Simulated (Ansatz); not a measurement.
## Quasiparticle gap of BiB (4H polytype) (P6_3mc)

Wanted: the gap of BiB (4H polytype) (P6_3mc) with a many-body correction, and the time that it takes.

Method: PBE, then G0W0 on it, plane waves, PAW, in Ansatz 0.2.0.

The structure was built from a prototype and need not be the compound's stable phase.

### 1. Set-up

The structure is hexagonal, space group P6_3mc (No. 186). Conventional cell: a = 3.786 Å, b = 3.786 Å, c = 12.364 Å, α = 90.00°, β = 90.00°, γ = 120.00°. B has 4 Bi at 2.32 Å nearest. Nearest to B lie 4 Bi at 2.32 Å. Bi has 4 B at 2.32 Å nearest. Nearest to Bi lie 4 B at 2.32 Å. It derives from B1Bi1. Farther neighbours are not listed.

The start is a generated structure, not a measured one. The structure type comes from a generator and need not be one that this composition takes. Spin-orbit coupling is left out unless a step names it. The default PAW set here is soft_2. Its files were made with PBE.

### 2. Relaxing the structure

The structure is relaxed first.

This step: DFT, PBE, plane waves, PAW.

File input.yaml:

```yaml
crystal:
  lattice:
    - [3.7856047478, 0.0, 0.0]
    - [-1.8928023739, 3.2784298803, 0.0]
    - [0.0, 0.0, 12.3637851064]
  atoms:
    - { symbol: B, position: [0.0, 0.0, 0.0] }
    - { symbol: B, position: [0.3333333333, 0.6666666667, 0.25] }
    - { symbol: B, position: [0.0, 0.0, 0.5] }
    - { symbol: B, position: [0.6666666667, 0.3333333333, 0.75] }
    - { symbol: Bi, position: [0.0, 0.0, 0.1875] }
    - { symbol: Bi, position: [0.3333333333, 0.6666666667, 0.4375] }
    - { symbol: Bi, position: [0.0, 0.0, 0.6875] }
    - { symbol: Bi, position: [0.6666666667, 0.3333333333, 0.9375] }
kpoints:
  mp_grid: { grid: [6, 6, 2] }
hamiltonian:
  xc: pbe
scf:
  occupations: { method: fermi_dirac, width: 0.02 }
relax:
  f_tol: 0.01
  max_steps: 100
  cell: {}
```

Command:

```sh
ansatz run input.yaml --threads 8 --pin off --max-ram 17510MiB --backend cpu --events-out ev --progress --plain --runs-dir out
```

Numbers of over 12 decimals in the logs are rounded to 6 here.

Output:

```text
Engine: ansatz 0.2.0, aarch64-unknown-linux-gnu
Pseudopotentials: kind: paw
Pseudopotential: B, paw, valence charge 3, recommended cutoff 420 eV (normal), B.paw.azcp
Pseudopotential: Bi, paw, valence charge 15, recommended cutoff 420 eV (normal), Bi.paw.azcp
Functional definition: PBE
  parameter kappa = 0.804
  parameter beta = 0.066725
  exchange = pbe_x(kappa = kappa, mu = beta*pi^2/3)
  correlation = pbe_c(beta = beta)
Crystal: 8 atoms, lattice volume = 153.445 Å³
Basis set: ecut = 420 eV, 3041 PW (Γ), exchange–correlation on 54×54×180 points (8 copies of the dense FFT grid, shifted against one another)
Bands: 44, of which v1, the nominal top of the filled ones, is band 36 counted from 1 (35 counted from 0)
Symmetry: 12 space group operations
Space group: P63mc (ITA 186), of the structure as read, at distance tolerance 5.4e-5 Å
k-points: 14 of 72
Non-local potential: B, projectors of the file, l = 0: 2, l = 1: 2, l = 2: 1
Non-local potential: Bi, projectors of the file, l = 0: 2, l = 1: 2, l = 2: 2, l = 3: 2
PAW form: soft (Blöchl's): semilocal exchange-correlation on the pseudo side does not see the compensation charge
PAW one-centre angular grid: B, 110 points (default); XC on 64 Gauss nodes
PAW one-centre angular grid: Bi, 590 points (default); XC on 64 Gauss nodes
Initial density: superposition of atomic densities (neutral atoms: chi_scale 0, normalization atom), corrected by the library's trained network
Initial wavefunctions: pseudopotential atomic-orbital guess
Functional: x = pbe(κ = 0.804, μ = 0.219515), c = pbe(β = 0.066725)
SCF iter   1: F=—  HF=-50203.076980 eV  |F-HF|=—  |Δ(HF+E_count)|=         —  Δρ=2.42e-3  dr2=1.07e-2  ethr=1.77e-3  ⟨swp⟩=7.1  Hψ=2733  notcnv=0  defer=1
preconditioner: auto → Resta (q_TF=auto, 2.405 Å⁻¹)  ε∞=2.9  [insulator: Δε(μ)=0.478 eV  Ē_g=18.420 eV  σ=0.020 eV  W_gap=1.00  n_scr=38 (ndim 8)  ℏωp=25.4 eV  f_vac=0.003  D(μ)=0.00/eV (n_scr^D=0)  ε∞_Penn≈2.9]
SCF iter   2: F=—  HF=-50203.076229 eV  |F-HF|=—  |Δ(HF+E_count)|=   7.51e-4  Δρ=1.11e-3  dr2=1.77e-3  ethr=1.49e-5  ⟨swp⟩=2.2  Hψ=980  notcnv=0  defer=37
SCF iter   3: F=—  HF=-50203.076994 eV  |F-HF|=—  |Δ(HF+E_count)|=   7.66e-4  Δρ=3.42e-4  dr2=1.83e-4  ethr=2.46e-6  ⟨swp⟩=2.0  Hψ=785  notcnv=0  defer=37
SCF iter   4: F=—  HF=-50203.077187 eV  |F-HF|=—  |Δ(HF+E_count)|=   1.92e-4  Δρ=8.51e-5  dr2=2.33e-5  ethr=2.54e-7  ⟨swp⟩=2.0  Hψ=801  notcnv=0  defer=37
SCF iter   5: F=—  HF=-50203.077201 eV  |F-HF|=—  |Δ(HF+E_count)|=   1.38e-5  Δρ=3.66e-5  dr2=3.65e-6  ethr=3.23e-8  ⟨swp⟩=2.1  Hψ=836  notcnv=0  defer=37
SCF iter   6: F=—  HF=-50203.077202 eV  |F-HF|=—  |Δ(HF+E_count)|=   1.65e-6  Δρ=9.22e-6  dr2=1.99e-7  ethr=5.06e-9  ⟨swp⟩=2.6  Hψ=963  notcnv=0  defer=37
SCF iter   7: F=-50203.077203 eV  HF=-50203.077203 eV  |F-HF|=9.55e-9  |Δ(HF+E_count)|=   1.69e-7  Δρ=2.05e-6  dr2=8.37e-9  ethr=1.39e-10  ⟨swp⟩=5.0  Hψ=2077  notcnv=0
SCF 1 converged in 7 iterations: F = -50203.077203 eV  dr2 = 8.37e-9
  greatest PAW one-centre occupation: 0.987 electrons in one spin orbital (limit 2), on the Bi atom at site 5 (counted from 0), in its partial waves of l = 2
relax step   1: F+E_penalty+E_count = -50203.07720257 eV  Δ(F+E_penalty+E_count) = +0.000e0 eV  max|allowed force component| = 1.215e-1 eV/Å  Δτ_max = 0.0000 Å  P = +8.116 GPa  Ω = 153.445 Å³  (7 SCF iters, dr2 threshold 1.00e-7 eV, accepted)
[...]
relax step   2: F+E_penalty+E_count = -50203.34952945 eV  Δ(F+E_penalty+E_count) = -2.723e-1 eV  max|allowed force component| = 8.503e-2 eV/Å  Δτ_max = 0.0122 Å  P = -2.380 GPa  Ω = 174.121 Å³  energy of the carried Pulay correction = -1.114e-2 eV  (7 SCF iters, dr2 threshold 8.00e-7 eV, accepted)
[...]
relax step   3: F+E_penalty+E_count = -50203.40014590 eV  Δ(F+E_penalty+E_count) = -5.062e-2 eV  max|allowed force component| = 5.716e-2 eV/Å  Δτ_max = 0.0117 Å  P = -0.566 GPa  Ω = 169.067 Å³  energy of the carried Pulay correction = -8.550e-3 eV  (6 SCF iters, dr2 threshold 8.00e-7 eV, accepted)
[...]
relax step   4: F+E_penalty+E_count = -50203.40511314 eV  Δ(F+E_penalty+E_count) = -4.967e-3 eV  max|allowed force component| = 4.447e-3 eV/Å  Δτ_max = 0.0059 Å  P = +0.011 GPa  Ω = 167.705 Å³  energy of the carried Pulay correction = -7.837e-3 eV  (5 SCF iters, dr2 threshold 8.00e-7 eV, accepted)
[...]
relax step   5: F+E_penalty+E_count = -50203.41414642 eV  Δ(F+E_penalty+E_count) = -9.033e-3 eV  max|allowed force component| = 4.579e-3 eV/Å  Δτ_max = 0.0000 Å  P = +0.040 GPa  Ω = 167.705 Å³  stress off target by 4.72e-2 GPa  SCF on the basis re-selected at this cell (its energy is not comparable with the rows above)  (7 SCF iters)
basis re-selected at this cell: Δ(F+E_penalty+E_count) = -9.033e-3 eV, ΔP = +0.029 GPa vs the last step (what re-selecting the basis moved, of the pressure what is left beyond the Pulay correction that the steps carried, after the strain that the cell walked since its last selection, with what the two solves' SCF thresholds leave and, on support functions, any second-order correction that the steps lacked; it is no m [...]
SCF converged after 7 iterations
Free energy (F): -50203.414146 eV
Harris-Foulkes:  -50203.414146 eV  (|F-HF|=5.82e-11)
Internal energy: -50203.414059 eV  (E = F + TS)
E sigma→0 (E₀):  -50203.414103 eV
Entropy (-TS):   -0.000088 eV (-0.011 meV/atom)
Fermi energy:    10.492691 eV
--- Per-component energies (eV) ---
  E_band       = -369.928659
  E_kinetic    = 1390.436788
  E_local      = -6246.404660  (includes V_loc(G=0)·N_el)
  E_nonlocal   = 2289.114571
  E_hartree    = 2039.037107
  E_xc         = -722.295298
  E_vxc        = -716.180576  (∫ρ·V_xc dr)
  E_paw        = -42975.466489  (= ΣΔE_a)
  E_vpaw       = -1164.967412  (= ΣTr[D̂ρ^β])
  E_aug_tail   = -0.001783  (compensation charges beyond the density's cutoff)
  E_ewald      = -5977.834295
  E_smearing   = -0.000088  (= −TS)
  E_closure    = -0.000000  (closes the sum)
  Σ components = -50203.414146   (vs F -50203.414146, Δ=0.00e0)
--- Forces (eV/Å), atoms counted from 1 ---
  atom   1  B     -0.00000000    -0.00000000     0.00457898
  atom   2  B     -0.00000000    -0.00000000    -0.00444341
  atom   3  B      0.00000000     0.00000000     0.00457898
  atom   4  B      0.00000000     0.00000000    -0.00444341
  atom   5  Bi     0.00000000     0.00000000    -0.00097631
  atom   6  Bi     0.00000000    -0.00000000     0.00084122
  atom   7  Bi    -0.00000000    -0.00000000    -0.00097631
  atom   8  Bi     0.00000000     0.00000000     0.00084122
  max |Σ_I F_I| component: 9.61e-7 eV/Å
--- Stress (GPa, compression-positive) ---
        0.047175       0.000000       0.000000
       -0.000000       0.047175      -0.000000
        0.000000      -0.000000       0.025351
  P = ⅓ Tr σ = 0.0399 GPa (0.399 kbar)
--- Relaxed structure (4 steps of the walk, 4 accepted, 1 SCFs on fresh bases) ---
  F+E_penalty+E_count = -50203.41414642 eV   max|allowed force component| = 4.579e-3 eV/Å   (the final SCF, on the basis selected at the relaxed cell)
  cell:  # Å, volume = 167.7050 Å³
    - [3.895627, 0, 0.0]
    - [-1.947814, 3.373712, 0.0]
    - [0.0, 0, 12.760292]
  atoms:
    - { symbol: B, position: [0, 0, 0.000457131] }
    - { symbol: B, position: [0.333333, 0.666667, 0.249435] }
    - { symbol: B, position: [0, 0, 0.500457] }
    - { symbol: B, position: [0.666667, 0.333333, 0.749435] }
    - { symbol: Bi, position: [0, 0, 0.187222] }
    - { symbol: Bi, position: [0.333333, 0.666667, 0.437886] }
    - { symbol: Bi, position: [0, 0, 0.687222] }
    - { symbol: Bi, position: [0.666667, 0.333333, 0.937886] }
```

Wall time 5.9 s (8 threads of Arm Neoverse V2, shared host); peak memory 0.59 GiB; 42 s of CPU time.

The steps of the relaxation:

| step | energy less that of the first step (eV) | largest force component (eV/Å) | pressure (GPa) | volume (Å³) |
| --- | --- | --- | --- | --- |
| 1 | 0.0000 | 0.1215 | 8.12 | 153.44 |
| 2 | -0.2723 | 0.0850 | -2.38 | 174.12 |
| 3 | -0.3229 | 0.0572 | -0.57 | 169.07 |
| 4 | -0.3279 | 0.0044 | 0.01 | 167.70 |
| 5* | -0.3369 | 0.0046 | 0.04 | 167.70 |

Relaxation steps marked * repeat the geometry before them on a plane-wave basis chosen anew for their cell, so energy and pressure can jump there.

Forces are held to the 12 operations that the run works with; a distortion that breaks them can't arise in this run.

| conventional cell, symmetrised | before | after | change |
| --- | --- | --- | --- |
| a (Å) | 3.786 | 3.896 | +2.9 % |
| b (Å) | 3.786 | 3.896 | +2.9 % |
| c (Å) | 12.364 | 12.760 | +3.2 % |
| volume (Å³/atom) | 19.18 | 20.96 | +9.3 % |

### 3. Bands along the symmetry lines

Levels along a band path and on the mesh show where this functional puts the band edges.

File input.yaml:

```yaml
crystal:
  lattice:
    - [3.8956272968, 0.0, 0.0]
    - [-1.9478136484, 3.3737122027, 0.0]
    - [0.0, 0.0, 12.7602919113]
  atoms:
    - { symbol: B, position: [0.0, 0.0, 0.0004571309] }
    - { symbol: B, position: [0.3333333333, 0.6666666667, 0.2494352804] }
    - { symbol: B, position: [0.0, 0.0, 0.5004571309] }
    - { symbol: B, position: [0.6666666667, 0.3333333333, 0.7494352804] }
    - { symbol: Bi, position: [0.0, 0.0, 0.187221663] }
    - { symbol: Bi, position: [0.3333333333, 0.6666666667, 0.4378859257] }
    - { symbol: Bi, position: [0.0, 0.0, 0.687221663] }
    - { symbol: Bi, position: [0.6666666667, 0.3333333333, 0.9378859257] }
kpoints:
  mp_grid: { grid: [12, 12, 2] }
  band_path:
    path:
      - [[0.0, 0.0, 0.0], [0.5, 0.0, 0.0], [0.33333333, 0.33333333, 0.0], [0.0, 0.0, 0.0], [0.0, 0.0, 0.5], [0.5, 0.0, 0.5], [0.33333333, 0.33333333, 0.5], [0.0, 0.0, 0.5]]
      - [[0.5, 0.0, 0.5], [0.5, 0.0, 0.0]]
      - [[0.33333333, 0.33333333, 0.5], [0.33333333, 0.33333333, 0.0]]
    npoints: 10
hamiltonian:
  xc: pbe
scf:
  occupations: { method: fermi_dirac, width: 0.02 }
  n_extra_bands: 6
output:
  eigenvalues: true
  forces: true
  stress: true
  write_density: true
  write_potential: true
  elf: true
  volumetric_format: npy
```

Output:

```text
[...]
Crystal: 8 atoms, lattice volume = 167.705 Å³
Basis set: ecut = 420 eV, 3319 PW (Γ), exchange–correlation on 54×54×180 points (8 copies of the dense FFT grid, shifted against one another)
Bands: 42, of which v1, the nominal top of the filled ones, is band 36 counted from 1 (35 counted from 0)
Symmetry: 12 space group operations
[...]
k-points: 38 of 288
[...]
SCF iter   1: F=—  HF=-50203.481898 eV  |F-HF|=—  |Δ(HF+E_count)|=         —  Δρ=2.11e-3  dr2=1.16e-2  ethr=1.77e-3  ⟨swp⟩=7.2  Hψ=6978  notcnv=0
[...]
SCF iter   7: F=-50203.481844 eV  HF=-50203.481844 eV  |F-HF|=3.76e-8  |Δ(HF+E_count)|=   3.91e-7  Δρ=3.26e-6  dr2=2.55e-8  ethr=1.39e-10  ⟨swp⟩=14.7  Hψ=12438  notcnv=0
SCF 1 converged in 7 iterations: F = -50203.481844 eV  dr2 = 2.55e-8
[...]
NSCF: frozen V_eff on 93 k-points
SCF converged after 7 iterations
Free energy (F): -50203.481844 eV
[...]
Internal energy: -50203.481823 eV  (E = F + TS)
E sigma→0 (E₀):  -50203.481834 eV
Entropy (-TS):   -0.000021 eV (-0.003 meV/atom)
Fermi energy:    10.488256 eV
[...]
--- Forces (eV/Å), atoms counted from 1 ---
  atom   1  B      0.00000000     0.00000000     0.02359264
  atom   2  B      0.00000000     0.00000000    -0.00052362
  atom   3  B      0.00000000    -0.00000000     0.02359264
  atom   4  B      0.00000000    -0.00000000    -0.00052362
  atom   5  Bi    -0.00000000    -0.00000000    -0.02086342
  atom   6  Bi     0.00000000     0.00000000    -0.00220298
  atom   7  Bi     0.00000000     0.00000000    -0.02086342
  atom   8  Bi    -0.00000000    -0.00000000    -0.00220298
  max |Σ_I F_I| component: 5.25e-6 eV/Å
--- Stress (GPa, compression-positive) ---
        0.078057       0.000000       0.000000
        0.000000       0.078057       0.000000
       -0.000000      -0.000000       0.244520
  P = ⅓ Tr σ = 0.1335 GPa (1.335 kbar)
--- Band table (eV; the first three rows and the last of 38) ---
  k-point 0: bands = [... 32 lower, 9.4238, 10.2767, 10.3876, 10.3876, 10.5771, 10.6213, 10.9198, 11.2795, ... 2 higher]
  k-point 1: bands = [... 32 lower, 10.0294, 10.0294, 10.0294, 10.0294, 10.6909, 10.6909, 11.4985, 11.4985, ... 2 higher]
  k-point 2: bands = [... 32 lower, 9.2505, 9.2721, 10.1394, 10.2414, 11.1847, 11.3522, 11.4941, 11.8411, ... 2 higher]
  k-point 37: bands = [... 32 lower, 7.3252, 7.3252, 7.6852, 7.6852, 11.9013, 11.9013, 12.9248, 12.9248, ... 2 higher]
```

The job ended after 8.9 s (8 threads; peak memory 0.9 GiB).

Numbers from this step:

- pressure: 0.1335 GPa
- filled bands: 36
- gap: 0.1856 eV
- valence top at: Γ
- conduction bottom at: k = (0.000, 0.000, 0.050)
- least direct gap: 0.1895 eV

Over mesh and path the gap is 0.186 eV, from k = Γ to k = (0.000, 0.000, 0.050). The least direct gap found is 0.189 eV, at k = Γ.

Electronic bands along the path, in eV, zero at the top of the highest nominally filled band:

| point | band 33 | band 34 | band 35 | band 36 | band 37 | band 38 | band 39 | band 40 |
| --- | --- | --- | --- | --- | --- | --- | --- | --- |
| Γ | -0.96 | -0.11 | 0.00 | 0.00 | 0.19 | 0.23 | 0.53 | 0.89 |
| halfway | -1.99 | -1.97 | -1.27 | -0.94 | 1.07 | 1.20 | 1.40 | 2.02 |
| M | -2.67 | -2.64 | -2.01 | -1.63 | 0.44 | 0.54 | 0.75 | 1.56 |
| halfway | -3.09 | -2.99 | -2.38 | -2.29 | 1.14 | 1.39 | 2.20 | 2.65 |
| K | -3.77 | -2.94 | -2.94 | -2.24 | 1.50 | 2.18 | 2.18 | 2.75 |
| halfway | -2.85 | -2.48 | -1.92 | -1.31 | 1.91 | 1.95 | 2.09 | 2.35 |
| Γ | -0.96 | -0.11 | 0.00 | 0.00 | 0.19 | 0.23 | 0.53 | 0.89 |
| halfway | -0.67 | -0.67 | -0.10 | -0.10 | 0.21 | 0.44 | 0.86 | 1.00 |
| A | -0.36 | -0.36 | -0.36 | -0.36 | 0.30 | 0.30 | 1.11 | 1.11 |
| halfway | -1.66 | -1.66 | -1.30 | -1.30 | 0.84 | 0.84 | 1.75 | 1.75 |
| L | -2.76 | -2.76 | -1.99 | -1.99 | 0.77 | 0.77 | 1.37 | 1.37 |
| halfway | -3.32 | -3.32 | -2.35 | -2.35 | 1.79 | 1.79 | 2.00 | 2.00 |
| H | -3.06 | -3.06 | -2.70 | -2.70 | 1.51 | 1.51 | 2.54 | 2.54 |
| halfway | -2.34 | -2.34 | -1.49 | -1.49 | 1.51 | 1.51 | 2.40 | 2.40 |
| A | -0.36 | -0.36 | -0.36 | -0.36 | 0.30 | 0.30 | 1.11 | 1.11 |
| jump to L | -2.76 | -2.76 | -1.99 | -1.99 | 0.77 | 0.77 | 1.37 | 1.37 |
| halfway | -2.79 | -2.33 | -2.30 | -1.73 | 0.65 | 0.69 | 0.89 | 1.48 |
| M | -2.67 | -2.64 | -2.01 | -1.63 | 0.44 | 0.54 | 0.75 | 1.56 |
| jump to H | -3.06 | -3.06 | -2.70 | -2.70 | 1.51 | 1.51 | 2.54 | 2.54 |
| halfway | -3.57 | -2.81 | -2.81 | -2.51 | 1.76 | 1.76 | 1.83 | 3.16 |
| K | -3.77 | -2.94 | -2.94 | -2.24 | 1.50 | 2.18 | 2.18 | 2.75 |

Valence density in the ac plane at fractional y = 0.000, with atoms of B and Bi within 0.2 Å of it. It is the smooth field of the valence electrons, not physical close to the nuclei.

Values in e/Å³, 24 rows by 14 columns, each cell a mean:
```
0.5 0.6 0.5 0.4 0.3 0.3 0.3 0.3 0.3 0.3 0.3 0.4 0.6 0.6
0.3 0.3 0.3 0.3 0.3 0.3 0.4 0.4 0.4 0.3 0.3 0.3 0.3 0.3
0.1 0.1 0.1 0.1 0.1 0.2 0.2 0.2 0.2 0.2 0.1 0.1 0.1 0.1
0.0 0.0 0.1 0.1 0.1 0.1 0.1 0.1 0.1 0.1 0.1 0.1 0.0 0.0
0.1 0.1 0.1 0.1 0.1 0.1 0.1 0.1 0.1 0.1 0.1 0.1 0.1 0.1
0.9 0.7 0.5 0.3 0.2 0.2 0.2 0.2 0.2 0.2 0.2 0.3 0.5 0.8
5.4 4.4 2.3 0.9 0.4 0.3 0.2 0.2 0.2 0.3 0.5 1.1 3.0 4.7
7.4 6.1 3.5 1.2 0.4 0.2 0.1 0.1 0.2 0.3 0.5 1.7 4.4 6.6
3.5 2.8 1.4 0.6 0.2 0.1 0.1 0.1 0.1 0.1 0.3 0.7 1.9 3.0
0.6 0.5 0.4 0.2 0.1 0.1 0.0 0.0 0.0 0.1 0.1 0.3 0.4 0.6
0.6 0.5 0.4 0.2 0.1 0.1 0.1 0.1 0.1 0.1 0.2 0.3 0.4 0.6
0.4 0.6 0.5 0.4 0.2 0.2 0.2 0.1 0.2 0.2 0.3 0.4 0.6 0.5
0.5 0.6 0.5 0.4 0.3 0.3 0.3 0.3 0.3 0.3 0.3 0.4 0.6 0.6
0.3 0.3 0.3 0.3 0.3 0.3 0.4 0.4 0.4 0.3 0.3 0.3 0.3 0.3
0.1 0.1 0.1 0.1 0.1 0.2 0.2 0.2 0.2 0.2 0.1 0.1 0.1 0.1
0.0 0.0 0.1 0.1 0.1 0.1 0.1 0.1 0.1 0.1 0.1 0.1 0.0 0.0
0.1 0.1 0.1 0.1 0.1 0.1 0.1 0.1 0.1 0.1 0.1 0.1 0.1 0.1
0.9 0.7 0.5 0.3 0.2 0.2 0.2 0.2 0.2 0.2 0.2 0.3 0.5 0.8
5.4 4.4 2.3 0.9 0.4 0.3 0.2 0.2 0.2 0.3 0.5 1.1 3.0 4.7
7.4 6.1 3.5 1.2 0.4 0.2 0.1 0.1 0.2 0.3 0.5 1.7 4.4 6.6
3.5 2.8 1.4 0.6 0.2 0.1 0.1 0.1 0.1 0.1 0.3 0.7 1.9 3.0
0.6 0.5 0.4 0.2 0.1 0.1 0.0 0.0 0.0 0.1 0.1 0.3 0.4 0.6
0.6 0.5 0.4 0.2 0.1 0.1 0.1 0.1 0.1 0.1 0.2 0.3 0.4 0.6
0.4 0.6 0.5 0.4 0.2 0.2 0.2 0.1 0.2 0.2 0.3 0.4 0.6 0.5
```
Columns run along a (3.9 Å), rows up along c (12.8 Å). Atoms in or near the plane, at fractional coordinates: B at (0.00, 0.00), B at (0.00, 0.50), Bi at (0.00, 0.19), Bi at (0.00, 0.69).

Electrostatic potential energy in the ac plane at fractional y = 0.000, with atoms of B and Bi within 0.2 Å of it. With pseudopotentials it is smooth inside the atoms' cores, unlike the true potential.

Ten even steps from '_' (-81 eV) to '@' (13 eV), each cell a mean:
```
==++%%@@@@@@@@@@@@@@@@@@##++
@@@@@@@@@@@@%%%%%%@@@@@@@@@@
@@@@@@@@@@@@@@@@@@@@@@@@@@@@
@@@@@@@@@@@@@@@@@@@@@@@@@@@@
@@@@@@@@@@@@@@@@@@@@@@@@@@@@
####%%@@@@@@@@@@@@@@@@@@%%##
__..==##@@@@@@@@@@@@%%##--..
____::**%%@@@@@@@@@@%%++..__
--==**%%@@@@@@@@@@@@@@##++--
%%%%@@@@@@@@@@@@@@@@@@@@@@%%
##%%@@@@@@@@@@@@@@@@@@@@%%%%
--==##@@@@@@@@@@@@@@@@%%**--
==++%%@@@@@@@@@@@@@@@@@@##++
@@@@@@@@@@@@%%%%%%@@@@@@@@@@
@@@@@@@@@@@@@@@@@@@@@@@@@@@@
@@@@@@@@@@@@@@@@@@@@@@@@@@@@
@@@@@@@@@@@@@@@@@@@@@@@@@@@@
####%%@@@@@@@@@@@@@@@@@@%%##
__..==##@@@@@@@@@@@@%%##--..
____::**%%@@@@@@@@@@%%++..__
--==**%%@@@@@@@@@@@@@@##++--
%%%%@@@@@@@@@@@@@@@@@@@@@@%%
##%%@@@@@@@@@@@@@@@@@@@@%%%%
--==##@@@@@@@@@@@@@@@@%%**--
```
Columns run along a (3.9 Å; values clipped at the 3rd and 97th percentile), rows up along c (12.8 Å). Atoms in or near the plane, at fractional coordinates: B at (0.00, 0.00), B at (0.00, 0.50), Bi at (0.00, 0.19), Bi at (0.00, 0.69).

(Continued in part 2 of 2.)

[Paths, hosts, dates, memory and timing lines, banners, echoed tables and standing remarks are left out of the program output.]

[Logs are printed without paths, hosts, clocks, repeated set-up lines and the standing remarks that a program may print on its own settings, such as how far it seeks lower states.]

[Runs of the session that timed out or met a known fault of the program may be left out.]

[Cells called generated may have been cut or substituted from an entry of the Crystallography Open Database or the Materials Project.]

[Hosts, paths, dates, database ids (printed as entryN), source tags and the programs' standing remarks are cut or masked in the printed files.]

[Where an RPA ε∞ is given, it is that of the G0W0 mesh and is not shown converged in it. Names of k-points follow the symmetry that the program found, which can be lower than the space group named. Band edges on a path are those of the sampled points; other points can move an edge, and change direct to indirect where valleys lie close.]

[Hybrid gaps are those of their k-mesh and are not shown converged in it.]
